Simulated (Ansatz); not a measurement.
**AlN (F-43m): refractive index against wavelength**

The refractive index of AlN (F-43m) below the direct gap (4.19 eV on the mesh) is read from one computed spectrum, n = √(Re ε).

It takes space group F-43m (No. 216, cubic). The conventional cell has a = 4.368 Å, b = 4.368 Å, c = 4.368 Å, α = 90.00°, β = 90.00°, γ = 90.00°. Around Al on site a lie 4 N at 1.89 Å. N on site d is surrounded by 4 Al at 1.89 Å.

Method: Ansatz 0.2.0, PBE, independent particles, k-mesh 10×10×10 with interpolation inside its cells, Gaussian parameter 0.1 eV.

Launch of the response step: `ansatz run input.yaml --threads 4 --pin off --max-ram 8192MiB --backend cpu --events-out ev --progress --plain --runs-dir out`. The run took 1 s, on 4 threads of Intel(R) Xeon(R) 6975P-C (Granite Rapids), with other jobs on the host.

| wavelength (nm) | photon energy E (eV) | n |
| --- | --- | --- |
| 1310 | 0.946 | 2.1858 |
| 1064 | 1.165 | 2.1920 |
| 850 | 1.459 | 2.2025 |
| 700 | 1.771 | 2.2169 |
| 633 | 1.959 | 2.2272 |
| 532 | 2.331 | 2.2520 |
| 450 | 2.755 | ? |

In the single-oscillator model n² − 1 = E₀E_d/(E₀² − E²), so 1/(n² − 1) = E₀/E_d − E²/(E₀E_d) is linear in E².

Working, on the rows shown:

| x = E² (eV²) | y = 1/(n² − 1) |
| --- | --- |
| 0.895757 | 0.26471 |
| 1.35784 | 0.262821 |
| 2.12762 | 0.259672 |
| 3.13716 | 0.255451 |
| 3.83641 | 0.252498 |
| 5.43137 | 0.245609 |

Means: x̄ = 2.7977, ȳ = 0.25679. Σ(x − x̄)(y − ȳ) = -0.06004, Σ(x − x̄)² = 14.27. Slope = -0.06004 / 14.27 = -0.004207; intercept = ȳ − slope · x̄ = 0.26856. Turned back into n, the line misses the rows shown by at most 0.00038.

Q: What does the fit predict for the withheld row, and how well does it do?

A: At x = 7.5912 the line gives y = 0.23663, that is 2.2861. The run gave 2.2886, so the extrapolation is off by 0.0025, 2 % of the range in the table.

Refitted with all rows, the slope is -0.004286 and the intercept 0.26874. These give E₀ = √(intercept/−slope) = 7.92 eV and E_d = E₀/intercept = 29.5 eV; E₀ is 1.9 times the direct gap. The electronic limit at long wavelengths, without lattice vibrations, is n = √(1 + 1/intercept) = 2.173. Excitons are left out and so are local fields; PBE gaps are as a rule too small.
